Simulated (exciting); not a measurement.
Two BSE runs for the B K edge of BN, space group P6_3/mmc. Run A: exciting, all-electron LAPW+lo, PBE, exchange and screened direct term (singlet BSE), 7×7×2 shifted k points, 15 conduction bands, |G+q| up to 3 bohr⁻¹, full RPA screening with nempty = 36, Lorentzian half width 0.45 eV. Run B has a fault in its input.

Energy from the Kohn–Sham onset, core level to the lowest empty state found on the meshes used; one zero for both, scaled to A's maximum:

```csv
E (eV),A,B
-8.0,0.01,0.01
-7.5,0.01,0.01
-7.0,0.02,0.01
-6.5,0.02,0.01
-6.0,0.03,0.01
-5.5,0.04,0.01
-5.0,0.06,0.02
-4.5,0.10,0.03
-4.0,0.22,0.04
-3.5,0.62,0.06
-3.0,0.91,0.11
-2.5,0.34,0.25
-2.0,0.15,0.70
-1.5,0.09,0.54
-1.0,0.06,0.20
-0.5,0.06,0.10
0.0,0.07,0.06
0.5,0.08,0.05
1.0,0.09,0.06
1.5,0.11,0.06
2.0,0.15,0.07
2.5,0.23,0.09
3.0,0.42,0.13
3.5,0.92,0.18
4.0,0.67,0.32
4.5,0.49,0.51
5.0,0.38,0.36
5.5,0.26,0.36
6.0,0.20,0.33
6.5,0.18,0.27
7.0,0.19,0.21
7.5,0.20,0.18
8.0,0.20,0.17
8.5,0.20,0.16
9.0,0.20,0.17
9.5,0.23,0.16
10.0,0.22,0.16
10.5,0.19,0.19
11.0,0.17,0.19
11.5,0.15,0.15
12.0,0.15,0.14
12.5,0.17,0.13
13.0,0.17,0.12
13.5,0.13,0.11
14.0,0.13,0.13
14.5,0.12,0.11
15.0,0.10,0.10
15.5,0.09,0.10
16.0,0.08,0.10
```

The database entry behind the starting cell differs from later determinations by our own check (about 0.3 % short, minor phase), so it need not match the best structure at ambient conditions.

What most likely went wrong in run B?

The basis cutoff rgkmax is far too low (basis cutoff rgkmax from 7 to 3.5). Against run A the r.m.s. difference is 77 %. Moving the earlier curve by +1.3 eV leaves 33 %. The highest maximum lies at -1.8 eV (0.81), against -3.1 eV (1.00). The first bright state moves from -3.14 to -1.82 eV. The lowest bare transition of this run lies at 1.41 eV, against 0.17. A small basis shifts bands and core levels against each other. Other settings could leave a like mark; this is the change that was made.

[Banner, clock and machine lines of the logs are left out without a mark of their own.]

[Logs are printed without paths, hosts, clocks, repeated set-up lines and the standing remarks that a program may print on its own settings, such as how far it seeks lower states.]

[Hosts, paths, dates, database ids (printed as entryN), source tags and the programs' standing remarks are cut or masked in the printed files.]
